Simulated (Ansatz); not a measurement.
# Band gap of LiGeN (P6_3mc) from density functionals to GW, part 2 of 2

Aim: the gap of LiGeN (P6_3mc) at several levels of theory on one structure, with the time that each takes.

Ansatz 0.2.0; density functionals, hybrids and G0W0, plane waves, PAW. Known limits of the many-body steps: finite bands, screening cutoff and k mesh; no spin-orbit coupling in G0W0.

So far. Step 11 (G0W0@HSE06, 6×6×2 mesh, 586 empty bands, screening to …): Over 11 of 14 irreducible mesh points the G0W0 gap is 2.582 eV, from k = (0.167, 0.167, 0.000) to k = (0.000, -0.500, 0.000). The HSE06 gap of this run on the mesh is 2.232 eV. The two states that bound the G0W0 gap lie that far apart at the start, so the correction of the gap is 2.582 − 2.232 = +0.350 eV.

In doubt: masses and optical values from hybrid runs of this build are listed as unsure (step 11), which bears on the screening that GW takes from such a start.

### 13. The ladder

Each gap is the least one over the points named; times are wall times on shared hosts, not benchmarks. A G0W0 time includes the run's own self-consistent start. Runs with listed points see these and the mesh alone, so an edge that moves elsewhere is missed. Rows marked * are further runs, not shown as steps, whose inputs differ from the G0W0 step on the same start in the columns given; solver thresholds can differ too. Symmetry makes (0.500, 0.000, 0.000) and (0.000, -0.500, 0.000) one point.

```csv
level,mesh,"files, cutoff","bands summed, screening",points,gap (eV),valence top,conduction bottom,least direct gap (eV),time
LDA,12×12×4,"soft_1 PAW, 420 eV",-,mesh and listed points,1.430,"(0.133, 0.133, 0.000)","(0.500, 0.000, 0.000)",2.402,7.9 s
PBEsol,12×12×4,"soft_1 PAW, 420 eV",-,mesh and listed points,1.415,"(0.133, 0.133, 0.000)","(0.500, 0.000, 0.000)",2.383,10 s
PBE,12×12×4,"soft_1 PAW, 420 eV",-,mesh and path,1.458,"(0.133, 0.133, 0.000)","(0.500, 0.000, 0.000)",2.418,6.9 s
PBE+SOC,12×12×4,"soft_1 PAW, 420 eV",-,mesh and listed points,1.454,"(0.133, 0.133, 0.000)","(0.500, 0.000, 0.000)",2.395,7.2 s
r2SCAN,12×12×4,"soft_1 PAW, 500 eV",-,mesh and listed points,1.778,"(0.133, 0.133, 0.000)","(0.500, 0.000, 0.000)",2.764,9.5 s
HSE06,6×6×2,"soft_1 PAW, 420 eV",-,mesh and listed points,2.232,"(0.167, 0.167, 0.000)","(0.500, 0.000, 0.000)",3.180,20 s
PBE0,6×6×2,"soft_1 PAW, 420 eV",-,mesh and listed points,2.901,"(0.333, 0.333, 0.000)","(0.500, 0.000, 0.000)",3.870,18 s
DDH-PBE0,6×6×2,"soft_1 PAW, 420 eV",-,mesh and listed points,2.189,"(0.133, 0.133, 0.000)","(0.500, 0.000, 0.000)",3.144,31 s
G0W0@PBE*,6×6×2,"soft_1 PAW, 420 eV","118, 69 eV",12 of 14 irreducible mesh points,1.996,"(0.167, 0.167, 0.000)","(0.000, -0.500, 0.000)",3.199,12 s
G0W0@PBE*,6×6×2,"soft_1 PAW, 420 eV","294, 138 eV",12 of 14 irreducible mesh points,2.125,"(0.167, 0.167, 0.000)","(0.000, -0.500, 0.000)",3.271,17 s
G0W0@PBE,6×6×2,"soft_1 PAW, 420 eV","608, 230 eV",12 of 14 irreducible mesh points,2.185,"(0.167, 0.167, 0.000)","(0.000, -0.500, 0.000)",3.301,34 s
G0W0@HSE06,6×6×2,"soft_1 PAW, 420 eV","608, 230 eV",11 of 14 irreducible mesh points,2.582,"(0.167, 0.167, 0.000)","(0.000, -0.500, 0.000)",3.691,68 s
G0W0@LDA,6×6×2,"soft_1 PAW, 420 eV","608, 230 eV",12 of 14 irreducible mesh points,2.212,"(0.167, 0.167, 0.000)","(0.000, -0.500, 0.000)",3.297,53 s
```

### 14. Results

| Property | Result |
| --- | --- |
| LDA, over mesh and listed points | 1.430 eV |
| PBEsol, over mesh and listed points | 1.415 eV |
| PBE, over mesh and path | 1.458 eV |
| PBE+SOC, over mesh and listed points | 1.454 eV |
| r2SCAN, over mesh and listed points | 1.778 eV |
| HSE06, over mesh and listed points | 2.232 eV |
| PBE0, over mesh and listed points | 2.901 eV |
| DDH-PBE0, over mesh and listed points | 2.189 eV |
| G0W0@PBE (608 bands, 6×6×2), over 12 of 14 irreducible mesh points | 2.185 eV |
| G0W0@HSE06, over 11 of 14 irreducible mesh points | 2.582 eV |
| G0W0@LDA, over 12 of 14 irreducible mesh points | 2.212 eV |
| known limits | finite bands, screening cutoff and k mesh; no spin-orbit coupling in G0W0 |

What this shows: The rows run from 1.415 eV (PBEsol) to 2.901 eV (PBE0). They differ in mesh, plane-wave cutoff, bands and screening cutoff of G0W0 and the points over which the gap was sought as well as in level, so only pairs that share these are like for like. PBEsol against LDA: 1.415 − 1.430 = −0.015 eV, with the same mesh, files and cutoff, and both edges at the same k points. PBE against PBEsol: 1.458 − 1.415 = +0.043 eV, with the same mesh, files and cutoff, and both edges at the same k points. PBE+SOC against PBE: 1.454 − 1.458 = −0.004 eV, with the same mesh, set of files (read in its fully relativistic form for the spin-orbit run) and cutoff, and both edges at the same k points. The spin-orbit run sees mesh and listed points alone, so its gap is an upper bound: the coupling can move an edge off these points, the more so as this crystal has no centre of inversion, and the change over the zone, its sign included where it is small, is not known. G0W0@HSE06 against G0W0@PBE with 608 bands: 2.582 − 2.185 = +0.397 eV, with the same mesh, files and cutoffs, and both edges at the same k points. G0W0@LDA against G0W0@HSE06 with 608 bands: 2.212 − 2.582 = −0.370 eV, with the same mesh, files and cutoffs, and both edges at the same k points. The dielectric-dependent hybrid took 0.127 of exact exchange, against 0.25 in PBE0. G0W0@PBE (608 bands, 6×6×2) moves the gap of its own start on the mesh by 2.185 − 1.467 = +0.718 eV, between the same two levels. Over mesh and path, PBE puts the valence top at k = (0.133, 0.133, 0.000), where no G0W0 correction was computed. The G0W0 gap over the whole zone is therefore not known from this run; at its settings it can only be equal to or under the 2.185 eV found, and no correction is carried over from another point. For the start itself the gap is 1.458 eV over mesh and path and 1.467 eV on the mesh of the G0W0 run, in runs that differ in mesh (12×12×4 and 6×6×2). G0W0@HSE06 moves the gap of its own start on the mesh by 2.582 − 2.232 = +0.350 eV, between the same two levels. Both edges that HSE06 shows over mesh and listed points lie at k points where levels were corrected. Levels at other points were not corrected, so a lower G0W0 gap elsewhere in the zone is not ruled out. G0W0@LDA moves the gap of its own start on the mesh by 2.212 − 1.440 = +0.772 eV, between the same two levels. Over mesh and listed points, LDA puts the valence top at k = (0.133, 0.133, 0.000), where no G0W0 correction was computed. The G0W0 gap over the whole zone is therefore not known from this run; at its settings it can only be equal to or under the 2.212 eV found, and no correction is carried over from another point. For the start itself the gap is 1.430 eV over mesh and listed points and 1.440 eV on the mesh of the G0W0 run, in runs that differ in mesh (12×12×4 and 6×6×2). What spin-orbit coupling does to the G0W0 levels was not computed, so no sum with the G0W0 gap is formed. For G0W0@PBE: from 118 bands and 69 eV to 608 bands and 230 eV the gap moves by 2.185 − 1.996 = +0.189 eV (rung by rung 1.996, 2.125, 2.185 eV); bands and screening cutoff rise together, so their parts are not told apart. A line in one over the bands through the two highest rungs gives 2.185 + (2.185 − 2.125) × 294 / (608 − 294) = 2.241 eV, and through the pair below 2.125 + (2.125 − 1.996) × 118 / (294 − 118) = 2.211 eV. From the gaps as printed the two differ by 0.030 eV, at the edge of the 0.030 eV asked, so no limit is taken and it is not known. The other G0W0 rows are shown at one basis each (608 bands), so their distance from the limit is not known here. The G0W0 runs are scalar-relativistic. No pair of G0W0 runs that differ in the mesh alone is shown (6×6×2 is a supercell whose nearest images lie 18 Å apart), so the error from the mesh is not known here. G0W0@PBE runs of this series with other atomic data on the same mesh, not shown as steps, give 2.225 eV (hard PAW, 870 eV, 891 bands, screening to 299 eV); where bands and cutoffs differ too, the part of the files is not isolated.

[Paths, hosts, dates, memory and timing lines, banners, echoed tables and standing remarks are left out of the program output.]

[Logs are printed without paths, hosts, clocks, repeated set-up lines and the standing remarks that a program may print on its own settings, such as how far it seeks lower states.]

[Runs of the session that timed out or met a known fault of the program may be left out.]

[Cells called generated may have been cut or substituted from an entry of the Crystallography Open Database or the Materials Project.]

[Hosts, paths, dates, database ids (printed as entryN), source tags and the programs' standing remarks are cut or masked in the printed files.]

[Where an RPA ε∞ is given, it is that of the G0W0 mesh and is not shown converged in it. Names of k-points follow the symmetry that the program found, which can be lower than the space group named. Band edges on a path are those of the sampled points; other points can move an edge, and change direct to indirect where valleys lie close.]

[Hybrid gaps are those of their k-mesh and are not shown converged in it.]
